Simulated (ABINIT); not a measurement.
## Quasiparticle gap of RbCaH3 (Pm-3m) in ABINIT

How does a plane-wave GW calculation on RbCaH3 (Pm-3m) run from the first input to the gap?

Calculated with ABINIT 10.8.3; LDA and many-body steps on it, plane waves.

## (1) Set-up

Symmetry: Pm-3m, No. 221, cubic system. Conventional cell: a = 4.547 Å, b = 4.547 Å, c = 4.547 Å, α = 90.00°, β = 90.00°, γ = 90.00°. Rb has 12 H at 3.22 Å nearest. Nearest to Ca lie 6 H at 2.27 Å. H has 2 Ca at 2.27 Å and 8 H at 3.22 Å and 4 Rb at 3.22 Å nearest. Farther neighbours are not listed.

As a file:

```cif
data_structure
_symmetry_space_group_name_H-M 'Pm-3m'
_symmetry_Int_Tables_number 221
_cell_length_a 4.5470
_cell_length_b 4.5470
_cell_length_c 4.5470
_cell_angle_alpha 90.000
_cell_angle_beta 90.000
_cell_angle_gamma 90.000
_cell_volume 94.01
loop_
_atom_site_label
_atom_site_type_symbol
_atom_site_symmetry_multiplicity
_atom_site_Wyckoff_symbol
_atom_site_fract_x
_atom_site_fract_y
_atom_site_fract_z
_atom_site_occupancy
Rb1 Rb 1 a 0.00000 0.00000 0.00000 1
Ca1 Ca 1 b 0.50000 0.50000 0.50000 1
H1 H 3 c 0.00000 0.50000 0.50000 1
```

The cell and positions come from the Crystallography Open Database and are kept as given unless a step says otherwise.

## (2) Ground state

This step: ABINIT 10.8.3; DFT, LDA, plane waves, norm-conserving pseudopotentials.

The ground-state density comes first.

Contents of run.abi:

```
acell 3*1.0 Angstrom
rprim 
  4.547000000000 0.000000000000 0.000000000000
  0.000000000000 4.547000000000 0.000000000000
  0.000000000000 0.000000000000 4.547000000000
ntypat 3
znucl 37 20 1
natom 5
typat 1 2 3 3 3
xred 
  0.000000000000 0.000000000000 0.000000000000
  0.500000000000 0.500000000000 0.500000000000
  0.000000000000 0.500000000000 0.500000000000
  0.500000000000 0.000000000000 0.500000000000
  0.500000000000 0.500000000000 0.000000000000
pp_dirpath "pseudos"
pseudos "Rb.upf, Ca.upf, H.upf"
ecut 31
ngkpt 4 4 4
nshiftk 1
shiftk 0 0 0
kptopt 1
chksymbreak 0
nband 17
occopt 1
tolvrs 1e-10
nstep 60
prtwf 0
optforces 0
optstress 0
indata_prefix "in"
outdata_prefix "out"
tmpdata_prefix "tmp"
```

The run is started by

```
> OMP_NUM_THREADS=1 mpirun -n 4 abinit run.abi > log
```

Numbers of over 12 decimals in the logs are rounded to 6 here.

What it wrote:

```text
.Version 10.8.3 of ABINIT. v10.8.2 released Aug 2026.

 Symmetries : space group Pm -3 m (#221); Bravais cP (primitive cubic)
================================================================================
 Values of the parameters that define the memory need of the present run
     intxc =       0    ionmov =       0      iscf =       7    lmnmax =       6
     lnmax =       6     mgfft =      45  mpssoang =       3    mqgrid =    3001
     natom =       5  nloc_mem =       1    nspden =       1   nspinor =       1
    nsppol =       1      nsym =      48    n1xccc =    2501    ntypat =       3
    occopt =       1   xclevel =       1
-    mband =          17        mffmem =           1         mkmem =           3
       mpw =        5244          nfft =       91125          nkpt =          10
================================================================================
  Rough estimation (10% accuracy) of disk space for files :
================================================================================

--------------------------------------------------------------------------------
------------- Echo of variables that govern the present computation ------------
--------------------------------------------------------------------------------
 -outvars: echo values of preprocessed input variables --------
            acell      1.8897261259E+00  1.8897261259E+00  1.8897261259E+00 Bohr

      chksymbreak           0
             ecut      3.10000000E+01 Hartree
-          fftalg         312

              ixc       -1012
              kpt      0.00000000E+00  0.00000000E+00  0.00000000E+00
                       2.50000000E-01  0.00000000E+00  0.00000000E+00
                       5.00000000E-01  0.00000000E+00  0.00000000E+00
                       2.50000000E-01  2.50000000E-01  0.00000000E+00
                       5.00000000E-01  2.50000000E-01  0.00000000E+00
                       5.00000000E-01  5.00000000E-01  0.00000000E+00
                       2.50000000E-01  2.50000000E-01  2.50000000E-01
                       5.00000000E-01  2.50000000E-01  2.50000000E-01
                       5.00000000E-01  5.00000000E-01  2.50000000E-01
                       5.00000000E-01  5.00000000E-01  5.00000000E-01
         kptrlatt        4    0    0      0    4    0      0    0    4
          kptrlen      3.43703388E+01
P           mkmem           3
            natom           5
            nband          17
            ngfft          45      45      45
             nkpt          10
            nstep          60
             nsym          48
           ntypat           3
              occ      2.000000  2.000000  2.000000  2.000000  2.000000  2.000000
                       2.000000  2.000000  2.000000  2.000000  2.000000  0.000000
                       0.000000  0.000000  0.000000  0.000000  0.000000
        optforces           0
        optstress           0
            prtwf           0
            rprim      4.5470000000E+00  0.0000000000E+00  0.0000000000E+00
                       0.0000000000E+00  4.5470000000E+00  0.0000000000E+00
[...]
spgroup         221

           tolvrs      1.00000000E-10

             xred      0.0000000000E+00  0.0000000000E+00  0.0000000000E+00
[...]
znucl       37.00000   20.00000    1.00000

================================================================================

 chkinp: Checking input parameters for consistency.

================================================================================
== DATASET  1 ==================================================================
-   mpi_nproc: 4, omp_nthreads: 1 (-1 if OMP is not activated)

--- !DatasetInfo
iteration_state: {dtset: 1, }
dimensions: {natom: 5, nkpt: 10, mband: 17, nsppol: 1, nspinor: 1, nspden: 1, mpw: 5244, }
cutoff_energies: {ecut:  31.0, pawecutdg:  -1.0, }
electrons: {nelect:   2.20000000E+01, charge:   0.00000000E+00, occopt:   1.00000000E+00, tsmear:   1.00000000E-02, }

 Real(R)+Recip(G) space primitive vectors, cartesian coordinates (Bohr,Bohr^-1):
 R(1)=  8.5925847  0.0000000  0.0000000  G(1)=  0.1163794  0.0000000  0.0000000
 R(2)=  0.0000000  8.5925847  0.0000000  G(2)=  0.0000000  0.1163794  0.0000000
 R(3)=  0.0000000  0.0000000  8.5925847  G(3)=  0.0000000  0.0000000  0.1163794
 Unit cell volume ucvol=  6.3441211E+02 bohr^3
 Angles (23,13,12)=  9.00000000E+01  9.00000000E+01  9.00000000E+01 degrees

 getcut: wavevector=  0.0000  0.0000  0.0000  ngfft=  45  45  45
         ecut(hartree)=     31.000   => boxcut(ratio)=   2.04307

--- Pseudopotential description ------------------------------------------------
- Rb Generated using ONCVPSP code by D. R. Hamann
- 37.00000   9.00000  180309                  znucl, zion, pspdat
12 -1012 2 -1 2226                            pspcod,pspxc,lmax,lloc,mmax
     nproj     2     2     2
  pspatm : epsatm=   34.43095479
         --- l  ekb(1:nproj) -->
[...]
pspatm: atomic psp has been read  and splines computed

- Ca Generated using ONCVPSP code by D. R. Hamann
- 20.00000  10.00000  180309                  znucl, zion, pspdat
12 -1012 2 -1 1724                            pspcod,pspxc,lmax,lloc,mmax
     nproj     2     2     2
  pspatm : epsatm=   12.51424511
         --- l  ekb(1:nproj) -->
[...]
pspatm: atomic psp has been read  and splines computed

- H Generated using ONCVPSP code by D. R. Hamann
-  1.00000   1.00000  180309                  znucl, zion, pspdat
12 -1012 1 -1 1180                            pspcod,pspxc,lmax,lloc,mmax
     nproj     2     1     0
  pspatm : epsatm=    0.35439867
         --- l  ekb(1:nproj) -->
[...]
1   -0.275071
 pspatm: atomic psp has been read  and splines computed

   1.05618471E+03                                ecore*ucvol(ha*bohr**3)
--------------------------------------------------------------------------------

_setup2: Arith. and geom. avg. npw (full set) are    5232.297    5232.279

================================================================================

--- !BeginCycle
iteration_state: {dtset: 1, }
solver: {iscf: 7, nstep: 60, nline: 4, wfoptalg: 0, }
tolerances: {tolvrs: 1.00E-10, }

     iter   Etot(hartree)      deltaE(h)  residm     vres2
 ETOT  1  -67.507487728033    -6.751E+01 5.297E-02 2.520E+02
 ETOT  2  -67.577565480936    -7.008E-02 1.995E-02 2.932E+01
 ETOT  3  -67.579504985599    -1.940E-03 6.594E-02 6.108E+00
 ETOT  4  -67.579807081556    -3.021E-04 1.327E-03 1.256E-01
 ETOT  5  -67.579818444908    -1.136E-05 2.720E-04 2.940E-03
 ETOT  6  -67.579818808998    -3.641E-07 3.859E-04 1.409E-04
 ETOT  7  -67.579818825316    -1.632E-08 1.179E-04 1.209E-06
 ETOT  8  -67.579818825475    -1.588E-10 1.671E-04 1.747E-08
 ETOT  9  -67.579818825479    -3.709E-12 1.229E-04 3.715E-10
 ETOT 10  -67.579818825482    -3.098E-12 1.836E-04 1.571E-11

 At SCF step   10       vres2   =  1.57E-11 < tolvrs=  1.00E-10 =>converged.

--- !ResultsGS
iteration_state: {dtset: 1, }
comment   : Summary of ground state results
lattice_vectors:
- [  8.5925847,   0.0000000,   0.0000000, ]
- [  0.0000000,   8.5925847,   0.0000000, ]
- [  0.0000000,   0.0000000,   8.5925847, ]
lattice_lengths: [   8.59258,    8.59258,    8.59258, ]
lattice_angles: [ 90.000,  90.000,  90.000, ] # degrees, (23, 13, 12)
lattice_volume:   6.3441211E+02
convergence: {deltae: -3.098E-12, res2:  1.571E-11, residm:  1.836E-04, diffor:  0.000E+00, }
etotal    :  -6.75798188E+01
entropy   :   0.00000000E+00
fermie    :  -6.52540829E-03
cartesian_stress_tensor: null
pressure_GPa: null
xred      :
- [  0.0000E+00,   0.0000E+00,   0.0000E+00, Rb]
- [  5.0000E-01,   5.0000E-01,   5.0000E-01, Ca]
- [  0.0000E+00,   5.0000E-01,   5.0000E-01,  H]
- [  5.0000E-01,   0.0000E+00,   5.0000E-01,  H]
- [  5.0000E-01,   5.0000E-01,   0.0000E+00,  H]
cartesian_forces: null
force_length_stats: {min: null, max: null, mean: null, }

 Integrated electronic density in atomic spheres:
 ------------------------------------------------
 Atom  Sphere_radius  Integrated_density
[...]
================================================================================

 ----iterations are completed or convergence reached----

 Mean square residual over all n,k,spin=   20.241E-07; max=  18.358E-05
 reduced coordinates (array xred) for    5 atoms
       0.000000000000      0.000000000000      0.000000000000
       0.500000000000      0.500000000000      0.500000000000
       0.000000000000      0.500000000000      0.500000000000
       0.500000000000      0.000000000000      0.500000000000
       0.500000000000      0.500000000000      0.000000000000
 rms dE/dt=  0.0000E+00; max dE/dt=  0.0000E+00; dE/dt below (all hartree)
    1       0.000000000000      0.000000000000      0.000000000000
    2       0.000000000000      0.000000000000      0.000000000000
    3       0.000000000000      0.000000000000      0.000000000000
    4       0.000000000000      0.000000000000      0.000000000000
    5       0.000000000000      0.000000000000      0.000000000000

 cartesian coordinates (angstrom) at end:
    1      0.000000     0.000000     0.000000
    2      2.273500     2.273500     2.273500
    3      0.000000     2.273500     2.273500
    4      2.273500     0.000000     2.273500
    5      2.273500     2.273500     0.000000
 length scales=  1.889726125908  1.889726125908  1.889726125908 bohr
              =  1.000000000000  1.000000000000  1.000000000000 angstroms
 prteigrs : about to open file out_EIG
 Fermi (or HOMO) energy (hartree) =  -0.00653   Average Vxc (hartree)=  -0.30501
 Eigenvalues (hartree) for nkpt=  10  k points:
 kpt#   1, nband= 17, wtk=  0.01563, kpt=  0.0000  0.0000  0.0000 (reduced coord)
  -1.41121   -0.93480   -0.72233   -0.72233   -0.72233   -0.34883   -0.34883   -0.34883
  -0.10962   -0.01995   -0.01995    0.21017    0.21017    0.21017    0.25867    0.25870
   0.26149
 prteigrs : prtvol=0 or 1, do not print more k-points.

--- !EnergyTerms
iteration_state     : {dtset: 1, }
comment             : Components of total free energy in Hartree
kinetic             :  2.20551731399626E+01
hartree             :  1.49536679153443E+01
xc                  : -1.52821203974081E+01
Ewald energy        : -4.11470160702013E+01
psp_core            :  1.66482431963364E+00
local_psp           : -5.15301489593946E+01
non_local_psp       :  1.70580122658158E+00
total_energy        : -6.75798188254818E+01
total_energy_eV     : -1.83894055249360E+03
band_energy         : -1.13147495156412E+01

== END DATASET(S) ==============================================================
================================================================================

 -outvars: echo values of variables after computation  --------
           etotal     -6.7579818825E+01
            nband          17
             nkpt          10
          spgroup         221
 [... the other variables as echoed above ...]

 Calculation completed.
```

Run time: 13 s. Hardware: 4 MPI ranks of Arm Neoverse V1, shared host; peak memory 0.32 GiB.

Numbers from this step:

* total energy: -1838.9406 eV
* gap: 2.932 eV
* k of the valence top: 0.5, 0.5, 0
* k of the conduction bottom: 0.5, 0.5, 0
* least direct gap: 2.932 eV

The gap is direct, at (0.500, 0.500, 0.000).

## (3) Empty states on the mesh, 2×2×2 mesh, 53 bands

The sums over transitions need many empty states on a uniform mesh; this step solves for them.

run.abi, as its differences from that of step 2:

```diff
@@ -18,3 +18,3 @@
 ecut 31
-ngkpt 4 4 4
+ngkpt 2 2 2
 nshiftk 1
@@ -23,9 +23,10 @@
 chksymbreak 0
-nband 17
-occopt 1
-tolvrs 1e-10
+iscf -2
+irdden 1
+istwfk *1
+nband 53
+nbdbuf 4
+tolwfr 1e-09
 nstep 60
-prtwf 0
-optforces 0
-optstress 0
+prtvol 0
 indata_prefix "in"
```

What it wrote:

```text
.Version 10.8.3 of ABINIT. v10.8.2 released Aug 2026.

 Symmetries : space group Pm -3 m (#221); Bravais cP (primitive cubic)
[... echo of the input left out ...]
== DATASET  1 ==================================================================
-   mpi_nproc: 4, omp_nthreads: 1 (-1 if OMP is not activated)

--- !DatasetInfo
iteration_state: {dtset: 1, }
dimensions: {natom: 5, nkpt: 4, mband: 53, nsppol: 1, nspinor: 1, nspden: 1, mpw: 5248, }
cutoff_energies: {ecut:  31.0, pawecutdg:  -1.0, }
electrons: {nelect:   2.20000000E+01, charge:   0.00000000E+00, occopt:   1.00000000E+00, tsmear:   1.00000000E-02, }

 Real(R)+Recip(G) space primitive vectors, cartesian coordinates (Bohr,Bohr^-1):
 R(1)=  8.5925847  0.0000000  0.0000000  G(1)=  0.1163794  0.0000000  0.0000000
 R(2)=  0.0000000  8.5925847  0.0000000  G(2)=  0.0000000  0.1163794  0.0000000
 R(3)=  0.0000000  0.0000000  8.5925847  G(3)=  0.0000000  0.0000000  0.1163794
 Unit cell volume ucvol=  6.3441211E+02 bohr^3
 Angles (23,13,12)=  9.00000000E+01  9.00000000E+01  9.00000000E+01 degrees

 getcut: wavevector=  0.0000  0.0000  0.0000  ngfft=  45  45  45
         ecut(hartree)=     31.000   => boxcut(ratio)=   2.04307

--- Pseudopotential description ------------------------------------------------
- Rb Generated using ONCVPSP code by D. R. Hamann
- 37.00000   9.00000  180309                  znucl, zion, pspdat
12 -1012 2 -1 2226                            pspcod,pspxc,lmax,lloc,mmax
     nproj     2     2     2
  pspatm : epsatm=   34.43095479
         --- l  ekb(1:nproj) -->
             0    9.016699   -0.508289
             1    3.217695   -0.387021
             2    1.152608   -1.054299
 pspatm: atomic psp has been read  and splines computed

- Ca Generated using ONCVPSP code by D. R. Hamann
- 20.00000  10.00000  180309                  znucl, zion, pspdat
12 -1012 2 -1 1724                            pspcod,pspxc,lmax,lloc,mmax
     nproj     2     2     2
  pspatm : epsatm=   12.51424511
         --- l  ekb(1:nproj) -->
[...]
pspatm: atomic psp has been read  and splines computed

- H Generated using ONCVPSP code by D. R. Hamann
-  1.00000   1.00000  180309                  znucl, zion, pspdat
12 -1012 1 -1 1180                            pspcod,pspxc,lmax,lloc,mmax
     nproj     2     1     0
  pspatm : epsatm=    0.35439867
         --- l  ekb(1:nproj) -->
[...]
1   -0.275071
 pspatm: atomic psp has been read  and splines computed

--------------------------------------------------------------------------------

================================================================================
 prteigrs : about to open file out_EIG
 Non-SCF case, kpt    1 (  0.00000  0.00000  0.00000), residuals and eigenvalues=
  4.07E-10  3.09E-10  1.15E-10  3.01E-10  6.98E-10  1.49E-10  2.98E-10  4.39E-10
  2.34E-10  3.69E-10  5.30E-10  9.83E-11  3.27E-10  8.89E-10  2.52E-10  4.71E-10
  7.97E-10  3.07E-10  8.04E-10  6.96E-10  1.28E-10  8.07E-10  1.90E-10  2.92E-10
[...]
7.40E-10  7.95E-09  8.49E-08  3.38E-07  8.78E-06
 -1.4112E+00 -9.3480E-01 -7.2233E-01 -7.2233E-01 -7.2233E-01 -3.4883E-01
 -3.4883E-01 -3.4883E-01 -1.0962E-01 -1.9952E-02 -1.9952E-02  2.1017E-01
  2.1017E-01  2.1017E-01  2.5867E-01  2.5867E-01  2.5867E-01  2.6152E-01
[...]
7.3285E-01  7.3285E-01  8.0697E-01  8.0697E-01  8.0697E-01  9.4472E-01
  9.5704E-01  9.5704E-01  9.5704E-01  9.8665E-01  9.8665E-01  9.8665E-01
  1.0292E+00  1.0292E+00  1.0741E+00  1.0741E+00  1.0741E+00
 prteigrs : prtvol=0 or 1, do not print more k-points.

--- !ResultsGS
iteration_state: {dtset: 1, }
comment   : Summary of ground state results
lattice_vectors:
- [  8.5925847,   0.0000000,   0.0000000, ]
- [  0.0000000,   8.5925847,   0.0000000, ]
- [  0.0000000,   0.0000000,   8.5925847, ]
lattice_lengths: [   8.59258,    8.59258,    8.59258, ]
lattice_angles: [ 90.000,  90.000,  90.000, ] # degrees, (23, 13, 12)
lattice_volume:   6.3441211E+02
convergence: {deltae:  0.000E+00, res2:  0.000E+00, residm:  9.783E-10, diffor:  0.000E+00, }
etotal    :  -6.75798188E+01
entropy   :   0.00000000E+00
fermie    :  -6.52540829E-03
cartesian_stress_tensor: null
pressure_GPa: null
xred      :
- [  0.0000E+00,   0.0000E+00,   0.0000E+00, Rb]
- [  5.0000E-01,   5.0000E-01,   5.0000E-01, Ca]
- [  0.0000E+00,   5.0000E-01,   5.0000E-01,  H]
- [  5.0000E-01,   0.0000E+00,   5.0000E-01,  H]
- [  5.0000E-01,   5.0000E-01,   0.0000E+00,  H]
cartesian_forces: null
force_length_stats: {min: null, max: null, mean: null, }

 Integrated electronic density in atomic spheres:
 ------------------------------------------------
 Atom  Sphere_radius  Integrated_density
[...]
================================================================================

 ----iterations are completed or convergence reached----

 Mean square residual over all n,k,spin=   46.735E-11; max=  97.830E-11
 reduced coordinates (array xred) for    5 atoms
[...]
0.500000000000      0.000000000000      0.500000000000
       0.500000000000      0.500000000000      0.000000000000

 cartesian coordinates (angstrom) at end:
    1      0.000000     0.000000     0.000000
    2      2.273500     2.273500     2.273500
    3      0.000000     2.273500     2.273500
    4      2.273500     0.000000     2.273500
    5      2.273500     2.273500     0.000000
 length scales=  1.889726125908  1.889726125908  1.889726125908 bohr
              =  1.000000000000  1.000000000000  1.000000000000 angstroms
 prteigrs : about to open file out_EIG
 Eigenvalues (hartree) for nkpt=   4  k points:
 kpt#   1, nband= 53, wtk=  0.12500, kpt=  0.0000  0.0000  0.0000 (reduced coord)
[...]
0.65996    0.69024    0.69024    0.73285    0.73285    0.73285    0.80697    0.80697
   0.80697    0.94472    0.95704    0.95704    0.95704    0.98665    0.98665    0.98665
   1.02917    1.02917    1.07407    1.07407    1.07408
 prteigrs : prtvol=0 or 1, do not print more k-points.

== END DATASET(S) ==============================================================
================================================================================

 -outvars: echo values of variables after computation  --------
            nband          53
             nkpt           4
          spgroup         221
 [... the other variables as echoed above ...]

 Calculation completed.
```

Wall time 11 s (4 MPI ranks); peak memory 0.29 GiB.

Numbers from this step:

```
gap                                                           : 2.932 eV
k of the valence top                                          : 0.5, 0.5, 0
k of the conduction bottom                                    : 0.5, 0.5, 0
least direct gap                                              : 2.932 eV
k points computed                                             : 4
lowest point of the top converged band, above the valence top : 25.89 eV
```

On this mesh the gap is 2.932 eV.

(Continued in part 2 of 2.)

[Paths, hosts, dates, memory and timing lines, banners, echoed tables and standing remarks are left out of the program output.]

[Logs are printed without paths, hosts, clocks, repeated set-up lines and the standing remarks that a program may print on its own settings, such as how far it seeks lower states.]

[Runs of the session that timed out or met a known fault of the program may be left out.]

[Hosts, paths, dates, database ids (printed as entryN), source tags and the programs' standing remarks are cut or masked in the printed files.]

[G0W0 gaps are taken among the corrected bands and points alone; a level outside them can change the order at an edge.]

[Where Ansatz stands beside ABINIT at settings called matched, ABINIT's density can come from a denser mesh and the files from another edition; pairs whose starting gaps differed by over 0.03 eV were left out, so agreement reads better than it is.]
